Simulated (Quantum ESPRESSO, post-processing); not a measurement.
# Thickness dependence of 1T-PtSe2, part 4 of 7

What does each added layer of 1T-PtSe2 bring in screening, and what does it do to the gap?

Quantum ESPRESSO 7.5; plane-wave DFT, PBE, GBRV ultrasoft pseudopotentials.

So far. Step 3 (SCF with pw.x, 1 layer: no field): The run needed 12 iterations to bring the estimated error under 1e-09 Ry; the largest force on any atom, held or free, is 0.09 eV/Å. Step 7 (Electrostatic potential, 1 layer): The slope in the vacuum is 0.100 eV/Å for an applied 0.10 V/Å, as it should be.

### 8. Bands along a path, 1 layer: no field

The density is frozen and the levels are solved along a path.

File n1.f0.bands.in:

```
&control
  prefix = 'n1.f0.bands'
  outdir = './out'
  pseudo_dir = './pseudo'
  calculation = 'bands'
  tefield = .true.
  dipfield = .true.
/
&system
  ibrav = 0
  nat = 3
  ntyp = 2
  ecutwfc = 40
  ecutrho = 200
  occupations = 'smearing'
  smearing = 'fd'
  degauss = 0.004
  edir = 3
  emaxpos = 0.97
  eopreg = 0.04
  eamp = 0.0
  nbnd = 18
/
&electrons
  conv_thr = 1e-07
  mixing_beta = 0.4
  electron_maxstep = 120
  mixing_mode = 'local-TF'
/
ATOMIC_SPECIES
  Se  78.9710  se_pbe_v1.uspp.F.UPF
  Pt  195.0840  pt_pbe_v1.4.uspp.F.UPF
CELL_PARAMETERS angstrom
  3.70631276100000 0.00000000000000 0.00000000000000
  -1.85315638100000 3.20976100600000 0.00000000000000
  0.00000000000000 0.00000000000000 19.26771779500000
ATOMIC_POSITIONS crystal
  Se  0.666666666700 0.333333333300 0.431341586400
  Pt  0.000000000000 0.000000000000 0.500000000000
  Se  0.333333333300 0.666666666700 0.568658413600
K_POINTS crystal_b
4
  0.0000000000 0.0000000000 0.0000000000 12
  0.5000000000 0.0000000000 0.0000000000 12
  0.3333333333 0.3333333333 0.0000000000 12
  0.0000000000 0.0000000000 0.0000000000 1
```

Launch:

```console
$ cp -r out/n1.f0.save out/n1.f0.bands.save
$ cp out/n1.f0.xml out/n1.f0.bands.xml
$ OMP_NUM_THREADS=1 mpirun -n 4 pw.x -nk 4 -in n1.f0.bands.in > n1.f0.bands.out
```

The program printed:

```text
[banner, memory and clock lines left out]
Program PWSCF v.7.5 starts

          URL

     Presently no symmetry can be used with electric field

     Atomic positions and unit cell read from directory:
     ./out/n1.f0.bands.save/

     G-vector sticks info

     bravais-lattice index     =            0
     lattice parameter (alat)  =       7.0039  a.u.
     unit-cell volume          =    1546.8266 (a.u.)^3
     number of atoms/cell      =            3
     number of atomic types    =            2
     number of electrons       =        28.00
     number of Kohn-Sham states=           18
     kinetic-energy cutoff     =      40.0000  Ry
     charge density cutoff     =     200.0000  Ry
     Exchange-correlation=  SLA  PW   PBX  PBC
                           (   1   4   3   4   0   0   0)

     celldm(1)=   7.003916  celldm(2)=   0.000000  celldm(3)=   0.000000
     celldm(4)=   0.000000  celldm(5)=   0.000000  celldm(6)=   0.000000

     crystal axes: (cart. coord. in units of alat)
               a(1) = (   1.000000   0.000000   0.000000 )
               a(2) = (  -0.500000   0.866025   0.000000 )
               a(3) = (   0.000000   0.000000   5.198622 )

     reciprocal axes: (cart. coord. in units 2 pi/alat)
               b(1) = (  1.000000  0.577350 -0.000000 )
               b(2) = (  0.000000  1.154701  0.000000 )
               b(3) = (  0.000000 -0.000000  0.192359 )

     PseudoPot. # 1 for Se read from file:
     ./pseudo/se_pbe_v1.uspp.F.UPF
     Pseudo is Ultrasoft + core correction, Zval =  6.0
     Generated by new atomic code, or converted to UPF format
     Using radial grid of  877 points,  6 beta functions with:
                l(1) =   0
                l(2) =   0
                l(3) =   1
                l(4) =   1
                l(5) =   2
                l(6) =   2
     Q(r) pseudized with  8 coefficients,  rinner =    1.300   1.300   1.300
                                                       1.300   1.300

     PseudoPot. # 2 for Pt read from file:
     ./pseudo/pt_pbe_v1.4.uspp.F.UPF
     Pseudo is Ultrasoft + core correction, Zval = 16.0
     Generated by new atomic code, or converted to UPF format
     Using radial grid of  985 points,  6 beta functions with:
                l(1) =   0
                l(2) =   0
                l(3) =   1
                l(4) =   1
                l(5) =   2
                l(6) =   2
     Q(r) pseudized with  8 coefficients,  rinner =    1.300   1.300   1.300
                                                       1.300   1.300

     atomic species   valence    mass     pseudopotential
     Se                6.00    78.97100     Se( 1.00)
     Pt               16.00   195.08400     Pt( 1.00)

     No symmetry found

   Cartesian axes

     site n.     atom                  positions (alat units)
         1        Se     tau(   1) = (   0.5000000   0.2886751   2.2423817  )
         2        Pt     tau(   2) = (   0.0000000   0.0000000   2.5993108  )
         3        Se     tau(   3) = (  -0.0000000   0.5773503   2.9562399  )

     number of k points=    37  Fermi-Dirac smearing, width (Ry)=  0.0040
                       cart. coord. in units 2pi/alat
        k(    1) = (   0.0000000   0.0000000   0.0000000), wk =   0.0540541
        k(    2) = (   0.0416667   0.0240563   0.0000000), wk =   0.0540541
        k(    3) = (   0.0833333   0.0481125   0.0000000), wk =   0.0540541
        k(    4) = (   0.1250000   0.0721688   0.0000000), wk =   0.0540541
        k(    5) = (   0.1666667   0.0962250   0.0000000), wk =   0.0540541
        k(    6) = (   0.2083333   0.1202813   0.0000000), wk =   0.0540541
        k(    7) = (   0.2500000   0.1443376   0.0000000), wk =   0.0540541
        k(    8) = (   0.2916667   0.1683938   0.0000000), wk =   0.0540541
        k(    9) = (   0.3333333   0.1924501   0.0000000), wk =   0.0540541
        k(   10) = (   0.3750000   0.2165064   0.0000000), wk =   0.0540541
        k(   11) = (   0.4166667   0.2405626   0.0000000), wk =   0.0540541
        k(   12) = (   0.4583333   0.2646189   0.0000000), wk =   0.0540541
        k(   13) = (   0.5000000   0.2886751   0.0000000), wk =   0.0540541
        k(   14) = (   0.4861111   0.3127314   0.0000000), wk =   0.0540541
        k(   15) = (   0.4722222   0.3367877   0.0000000), wk =   0.0540541
        k(   16) = (   0.4583333   0.3608439   0.0000000), wk =   0.0540541
        k(   17) = (   0.4444444   0.3849002   0.0000000), wk =   0.0540541
        k(   18) = (   0.4305556   0.4089564   0.0000000), wk =   0.0540541
        k(   19) = (   0.4166667   0.4330127   0.0000000), wk =   0.0540541
        k(   20) = (   0.4027778   0.4570690   0.0000000), wk =   0.0540541
        k(   21) = (   0.3888889   0.4811252   0.0000000), wk =   0.0540541
        k(   22) = (   0.3750000   0.5051815   0.0000000), wk =   0.0540541
        k(   23) = (   0.3611111   0.5292377   0.0000000), wk =   0.0540541
        k(   24) = (   0.3472222   0.5532940   0.0000000), wk =   0.0540541
        k(   25) = (   0.3333333   0.5773503   0.0000000), wk =   0.0540541
        k(   26) = (   0.3055556   0.5292377   0.0000000), wk =   0.0540541
        k(   27) = (   0.2777778   0.4811252   0.0000000), wk =   0.0540541
        k(   28) = (   0.2500000   0.4330127   0.0000000), wk =   0.0540541
        k(   29) = (   0.2222222   0.3849002   0.0000000), wk =   0.0540541
        k(   30) = (   0.1944444   0.3367877   0.0000000), wk =   0.0540541
        k(   31) = (   0.1666667   0.2886751   0.0000000), wk =   0.0540541
        k(   32) = (   0.1388889   0.2405626   0.0000000), wk =   0.0540541
        k(   33) = (   0.1111111   0.1924501   0.0000000), wk =   0.0540541
        k(   34) = (   0.0833333   0.1443376   0.0000000), wk =   0.0540541
        k(   35) = (   0.0555556   0.0962250   0.0000000), wk =   0.0540541
        k(   36) = (   0.0277778   0.0481125   0.0000000), wk =   0.0540541
        k(   37) = (   0.0000000   0.0000000   0.0000000), wk =   0.0540541

     Dense  grid:    73963 G-vectors     FFT dimensions: (  32,  32, 180)

     Smooth grid:    52929 G-vectors     FFT dimensions: (  30,  30, 150)

     The potential is recalculated from file :
     ./out/n1.f0.bands.save/charge-density

     negative rho (up, down):  1.705E-01 0.000E+00

     Adding external electric field

     Computed dipole along edir(3) :
        Dipole               -0.0000 Ry au,         -0.0001 Debye
        Dipole field         -0.0000 Ry au,

        Potential amp.        0.0000 Ry
        Total length         34.9543 bohr

     Starting wfcs are   20 randomized atomic wfcs

     Band Structure Calculation
     Davidson diagonalization with overlap

[...]
3.2396   3.8020

          k = 0.1250 0.0722 0.0000 (  6570 PWs)   bands (ev):

   -54.2384 -54.2370 -54.1918 -15.3579 -13.7557  -6.6038  -6.4744  -6.4531
    -4.6044  -4.4592  -3.2369  -1.8737  -1.5880  -1.4798   0.5676   1.2803
     3.4720   3.9268

          k = 0.1667 0.0962 0.0000 (  6562 PWs)   bands (ev):

   -54.2396 -54.2373 -54.1916 -15.2328 -13.7626  -6.6124  -6.4081  -6.3307
    -4.8390  -4.5149  -3.4556  -1.7522  -1.6697  -1.5348   0.1677   1.1804
     3.7274   4.0868

          k = 0.2083 0.1203 0.0000 (  6570 PWs)   bands (ev):

   -54.2412 -54.2377 -54.1914 -15.0797 -13.7714  -6.6127  -6.3359  -6.1930
    -5.1391  -4.5546  -3.6176  -1.8244  -1.6992  -1.6452  -0.0783   1.1127
     3.9894   4.2400

          k = 0.2500 0.1443 0.0000 (  6590 PWs)   bands (ev):

   -54.2428 -54.2381 -54.1912 -14.9051 -13.7819  -6.6161  -6.2673  -6.0842
    -5.4125  -4.5618  -3.7197  -2.0877  -1.8163  -1.7660  -0.0877   1.0866
     4.0397   4.3417

          k = 0.2917 0.1684 0.0000 (  6614 PWs)   bands (ev):

   -54.2444 -54.2385 -54.1909 -14.7178 -13.7938  -6.6779  -6.2116  -6.0843
    -5.4841  -4.5225  -3.7741  -2.4627  -2.0404  -1.9006   0.0805   1.0963
     3.7595   4.6429

          k = 0.3333 0.1925 0.0000 (  6602 PWs)   bands (ev):

   -54.2458 -54.2389 -54.1907 -14.5290 -13.8066  -6.8752  -6.1744  -6.0787
    -5.3692  -4.4291  -3.7875  -2.8735  -2.3026  -2.0825   0.3211   1.1282
     3.5109   4.9443

          k = 0.3750 0.2165 0.0000 (  6606 PWs)   bands (ev):

   -54.2471 -54.2392 -54.1905 -14.3529 -13.8201  -7.1451  -6.1549  -5.9721
    -5.2289  -4.2832  -3.7558  -3.2556  -2.5859  -2.3060   0.5645   1.1681
     3.3404   5.0182

          k = 0.4167 0.2406 0.0000 (  6622 PWs)   bands (ev):

   -54.2481 -54.2394 -54.1904 -14.2052 -13.8340  -7.3871  -6.1478  -5.8015
    -5.1553  -4.0963  -3.6680  -3.5570  -2.8721  -2.5580   0.7666   1.2042
     3.2489   4.8767

          k = 0.4583 0.2646 0.0000 (  6614 PWs)   bands (ev):

   -54.2487 -54.2396 -54.1903 -14.1032 -13.8473  -7.5493  -6.1467  -5.6028
    -5.1958  -3.8958  -3.7432  -3.5254  -3.1320  -2.8048   0.8985   1.2289
     3.2151   4.7446

          k = 0.5000 0.2887 0.0000 (  6636 PWs)   bands (ev):

   -54.2489 -54.2396 -54.1902 -14.0653 -13.8540  -7.6061  -6.1469  -5.4640
    -5.2842  -3.8019  -3.7806  -3.4292  -3.2668  -2.9370   0.9440   1.2376
     3.2089   4.6947

          k = 0.4861 0.3127 0.0000 (  6610 PWs)   bands (ev):

   -54.2489 -54.2397 -54.1902 -14.0622 -13.8541  -7.5981  -6.1543  -5.4625
    -5.2747  -3.8306  -3.7825  -3.5642  -3.1265  -2.9278   0.9398   1.1997
     3.2355   4.7443

          k = 0.4722 0.3368 0.0000 (  6623 PWs)   bands (ev):

   -54.2488 -54.2399 -54.1902 -14.0531 -13.8542  -7.5741  -6.1751  -5.4586
    -5.2480  -3.9596  -3.7872  -3.6856  -2.9446  -2.9013   0.9268   1.0949
     3.3135   4.8830

          k = 0.4583 0.3608 0.0000 (  6635 PWs)   bands (ev):

   -54.2487 -54.2402 -54.1902 -14.0383 -13.8544  -7.5345  -6.2052  -5.4545
    -5.2086  -4.1811  -3.7926  -3.7350  -2.8614  -2.7820   0.9043   0.9444
     3.4380   5.0849

          k = 0.4444 0.3849 0.0000 (  6631 PWs)   bands (ev):

   -54.2485 -54.2405 -54.1902 -14.0185 -13.8546  -7.4796  -6.2401  -5.4548
    -5.1618  -4.4249  -3.7959  -3.7674  -2.8131  -2.6448   0.7726   0.8715
     3.6005   5.3190

          k = 0.4306 0.4090 0.0000 (  6641 PWs)   bands (ev):

   -54.2482 -54.2410 -54.1902 -13.9948 -13.8549  -7.4101  -6.2759  -5.4702
    -5.1129  -4.6567  -3.7989  -3.7953  -2.7618  -2.5342   0.6012   0.8279
     3.7890   5.5568

          k = 0.4167 0.4330 0.0000 (  6649 PWs)   bands (ev):

   -54.2479 -54.2416 -54.1901 -13.9683 -13.8551  -7.3270  -6.3092  -5.5219
    -5.0658  -4.8461  -3.8328  -3.7904  -2.7123  -2.4500   0.4475   0.7734
     3.9879   5.7810

          k = 0.4028 0.4571 0.0000 (  6637 PWs)   bands (ev):

   -54.2475 -54.2422 -54.1901 -13.9405 -13.8553  -7.2316  -6.3380  -5.6341
    -5.0234  -4.9626  -3.8691  -3.7824  -2.6677  -2.3913   0.3247   0.7088
     4.1789   5.9877

          k = 0.3889 0.4811 0.0000 (  6631 PWs)   bands (ev):

   -54.2471 -54.2428 -54.1901 -13.9134 -13.8553  -7.1258  -6.3607  -5.8014
    -5.0069  -4.9880  -3.9065  -3.7739  -2.6288  -2.3573   0.2415   0.6355
     4.3434   6.1812

          k = 0.3750 0.5052 0.0000 (  6635 PWs)   bands (ev):

   -54.2467 -54.2434 -54.1900 -13.8887 -13.8551  -7.0130  -6.3765  -5.9903
    -5.0081  -4.9609  -3.9428  -3.7683  -2.5928  -2.3472   0.2015   0.5557
     4.4664   6.3651

          k = 0.3611 0.5292 0.0000 (  6625 PWs)   bands (ev):

   -54.2462 -54.2441 -54.1900 -13.8689 -13.8546  -6.8993  -6.3852  -6.1711
    -4.9899  -4.9436  -3.9748  -3.7678  -2.5544  -2.3600   0.2034   0.4725
     4.5428   6.4625

          k = 0.3472 0.5533 0.0000 (  6619 PWs)   bands (ev):

   -54.2457 -54.2447 -54.1900 -13.8560 -13.8537  -6.8000  -6.3869  -6.3169
    -4.9662  -4.9380  -3.9981  -3.7714  -2.5081  -2.3948   0.2418   0.3890
     4.5791   6.5400

          k = 0.3333 0.5774 0.0000 (  6585 PWs)   bands (ev):

   -54.2452 -54.2452 -54.1900 -13.8524 -13.8522  -6.7551  -6.3826  -6.3824
    -4.9462  -4.9462  -4.0071  -3.7743  -2.4499  -2.4499   0.3086   0.3086
     4.5881   6.6461

          k = 0.3056 0.5292 0.0000 (  6631 PWs)   bands (ev):

   -54.2461 -54.2441 -54.1900 -13.8803 -13.8479  -6.8580  -6.3603  -6.2407
    -5.0084  -4.9415  -3.9624  -3.7463  -2.6089  -2.2975   0.1690   0.4880
     4.5733   6.2150

          k = 0.2778 0.4811 0.0000 (  6625 PWs)   bands (ev):

   -54.2466 -54.2431 -54.1901 -13.9635 -13.8409  -6.9342  -6.3341  -6.0343
    -5.1142  -4.9933  -3.8311  -3.6327  -2.7917  -2.1133   0.0710   0.6624
     4.5626   5.7481

          k = 0.2500 0.4330 0.0000 (  6627 PWs)   bands (ev):

   -54.2466 -54.2420 -54.1902 -14.1026 -13.8313  -6.8939  -6.3272  -5.8934
    -5.2098  -5.0760  -3.6878  -3.4222  -2.8957  -1.9244   0.0229   0.7590
     4.5794   5.3874

          k = 0.2222 0.3849 0.0000 (  6631 PWs)   bands (ev):

   -54.2461 -54.2409 -54.1904 -14.2878 -13.8194  -6.7473  -6.3596  -5.8534
    -5.2411  -5.1589  -3.6641  -3.1273  -2.7771  -1.7553   0.0309   0.7313
     4.6296   5.1351

          k = 0.1944 0.3368 0.0000 (  6613 PWs)   bands (ev):

   -54.2451 -54.2399 -54.1906 -14.5022 -13.8060  -6.5416  -6.4263  -5.9006
    -5.2232  -5.1915  -3.7171  -2.7670  -2.4884  -1.6264   0.1067   0.5845
     4.7059   4.9294

          k = 0.1667 0.2887 0.0000 (  6609 PWs)   bands (ev):

   -54.2437 -54.2391 -54.1909 -14.7271 -13.7922  -6.5012  -6.3695  -5.9945
    -5.2183  -5.0788  -3.7384  -2.3693  -2.1768  -1.5550   0.2647   0.3795
     4.6054   4.7032

          k = 0.1389 0.2406 0.0000 (  6603 PWs)   bands (ev):

   -54.2421 -54.2383 -54.1912 -14.9447 -13.7792  -6.5604  -6.3261  -6.1136
    -5.0652  -4.9293  -3.6937  -1.9828  -1.9209  -1.5553   0.2189   0.5063
     4.2456   4.4522

          k = 0.1111 0.1925 0.0000 (  6569 PWs)   bands (ev):

   -54.2404 -54.2377 -54.1915 -15.1406 -13.7677  -6.5932  -6.3795  -6.2557
    -4.8111  -4.7651  -3.5669  -1.7421  -1.7076  -1.6134   0.2289   0.8007
     3.9067   4.2084

          k = 0.0833 0.1443 0.0000 (  6559 PWs)   bands (ev):

   -54.2389 -54.2372 -54.1917 -15.3036 -13.7587  -6.6005  -6.4566  -6.3975
    -4.6063  -4.5829  -3.3468  -1.8039  -1.6254  -1.5107   0.4811   1.0904
     3.5949   3.9983

          k = 0.0556 0.0962 0.0000 (  6553 PWs)   bands (ev):

   -54.2376 -54.2368 -54.1919 -15.4254 -13.7522  -6.5911  -6.5313  -6.5054
    -4.4722  -4.4401  -3.0746  -1.9684  -1.5456  -1.4662   0.8993   1.3201
     3.3090   3.8363

          k = 0.0278 0.0481 0.0000 (  6539 PWs)   bands (ev):

   -54.2368 -54.2366 -54.1920 -15.5006 -13.7483  -6.5984  -6.5778  -6.5563
    -4.3816  -4.3701  -2.8504  -2.0937  -1.4898  -1.4642   1.3146   1.4585
     3.0876   3.7286

          k = 0.0000 0.0000 0.0000 (  6607 PWs)   bands (ev):

   -54.2366 -54.2366 -54.1921 -15.5260 -13.7471  -6.6236  -6.5718  -6.5718
    -4.3496  -4.3496  -2.7646  -2.1399  -1.4673  -1.4673   1.5025   1.5025
     3.0017   3.6855

     XML data file, pseudopotentials, collected wavefunctions

                                        0.00s GPU  (     601 calls)
```

Wall time 26 s (4 MPI ranks of Arm Neoverse V1, shared host); peak memory 0.31 GiB.

Read from the output:

```
dipole along the normal              : -2.08e-5 e·Å
valence top, on the run's zero       : -1.463 eV
conduction bottom, on the run's zero : -0.08767 eV
```

Band numbers count within the set of bands kept for display. The electronic bands at the labelled points (eV, zero at the highest filled level of the SCF mesh; v1 is the highest filled band, c1 the lowest empty one):

| point | v4 | v3 | v2 | v1 | c1 | c2 | c3 | c4 |
| --- | --- | --- | --- | --- | --- | --- | --- | --- |
| Γ | -1.30 | -0.68 | 0.00 | 0.00 | 2.97 | 2.97 | 4.47 | 5.15 |
| halfway | -2.26 | -0.62 | -0.35 | -0.30 | 1.38 | 2.55 | 5.50 | 5.81 |
| M | -2.32 | -1.97 | -1.80 | -1.47 | 2.41 | 2.70 | 4.67 | 6.16 |
| halfway | -2.37 | -2.33 | -1.25 | -0.99 | 1.91 | 2.24 | 5.45 | 7.24 |
| K | -2.54 | -2.31 | -0.99 | -0.99 | 1.77 | 1.77 | 6.05 | 8.11 |
| halfway | -2.27 | -0.91 | -0.71 | -0.09 | 1.73 | 1.84 | 6.07 | 6.17 |
| Γ | -1.30 | -0.68 | 0.00 | 0.00 | 2.97 | 2.97 | 4.47 | 5.15 |

Along this path the valence top lies near Γ and the conduction bottom between Γ and M.

### 9. Polarisability from the dipole between 0 and 0.1 V/A, 1 layer

This step gave:

| Quantity | Value |
| --- | --- |
| change of slope in the vacuum | 0.09999 eV/Å |
| polarisability a cell | 4.668 Å³ |
| sheet polarisability 4πα/A | 4.931 Å |

Change of the potential energy, second field less first against z:

| z (Å) | change of the potential energy, second field less first (eV) |
| --- | --- |
| 0.0 | -0.358 |
| 0.5 | -0.666 |
| 1.0 | -0.616 |
| 1.5 | -0.566 |
| 2.0 | -0.516 |
| 2.5 | -0.466 |
| 3.0 | -0.416 |
| 3.5 | -0.366 |
| 4.0 | -0.316 |
| 4.5 | -0.266 |
| 5.0 | -0.217 |
| 5.5 | -0.168 |
| 6.0 | -0.120 |
| 6.5 | -0.0759 |
| 7.0 | -0.0396 |
| 7.5 | -0.0163 |
| 8.0 | -0.00544 |
| 8.5 | -9.7e-4 |
| 9.0 | -3.8e-4 |
| 9.5 | -1.3e-4 |
| 10.0 | 3.1e-4 |
| 10.5 | 2.2e-4 |
| 11.0 | 0.00215 |
| 11.5 | 0.00928 |
| 12.0 | 0.0254 |
| 12.5 | 0.0557 |
| 13.0 | 0.0966 |
| 13.5 | 0.143 |
| 14.0 | 0.192 |
| 14.5 | 0.241 |
| 15.0 | 0.291 |
| 15.5 | 0.341 |
| 16.0 | 0.391 |
| 16.5 | 0.441 |
| 17.0 | 0.491 |
| 17.5 | 0.541 |
| 18.0 | 0.591 |
| 18.5 | 0.641 |
| 19.0 | 0.114 |

[end of part 4 of 7]

[Logs are printed without paths, hosts, clocks, repeated set-up lines and the standing remarks that a program may print on its own settings, such as how far it seeks lower states.]

[Hosts, paths, dates, database ids (printed as entryN), source tags and the programs' standing remarks are cut or masked in the printed files.]

[Maps of the electrostatic potential energy from Ansatz leave out the sawtooth potential of an applied field or a dipole correction, so their vacuum need not be flat; planar profiles and work functions include it.]
